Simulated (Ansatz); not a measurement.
**Whose spectrum is this?**

Method: Ansatz, r2SCAN, independent particles, without spin-orbit coupling, line width 0.15 eV (Gaussian); metals get a typed carrier damping. The response is along the first axis of the cell.

```tsv
E (eV)	Im ε
0.00	0.00
0.25	0.00
0.50	0.00
0.75	0.00
1.00	0.01
1.25	0.46
1.50	1.05
1.75	1.27
2.00	1.39
2.25	1.49
2.50	1.59
2.75	1.73
3.00	1.95
3.25	2.77
3.50	4.02
3.75	4.08
4.00	4.54
4.25	6.43
4.50	7.18
4.75	7.54
5.00	7.38
5.25	7.25
5.50	8.71
5.75	5.93
6.00	4.67
6.25	6.89
6.50	8.35
6.75	9.42
7.00	6.38
7.25	6.70
7.50	6.54
7.75	6.70
8.00	6.24
8.25	4.80
8.50	3.11
8.75	2.67
9.00	2.80
9.25	2.64
9.50	2.32
9.75	2.01
10.00	1.79
10.25	1.47
10.50	1.32
10.75	1.33
11.00	1.34
11.25	1.42
11.50	1.45
11.75	1.33
12.00	1.22
```

Q: All candidates were run at this level. Which one is shown?
A. CdSe (P6_3mc)
B. Rb2CdSe2O6 (R-3m)
C. Cd (P6_3/mmc)

A: A. CdSe (P6_3mc): least direct gap 1.20 eV, ε∞ = 6.52 along the first axis, strongest peak along the first axis at 6.68 eV. The others: Rb2CdSe2O6 (R-3m), least direct gap 4.81 eV, ε∞ = 3.50 along the first axis, strongest peak along the first axis at 5.73 eV; Cd (P6_3/mmc), a metal, with a Drude term, main peak of the conductivity above 1 eV at 1.36 eV.

[Logs are printed without paths, hosts, clocks, repeated set-up lines and the standing remarks that a program may print on its own settings, such as how far it seeks lower states.]
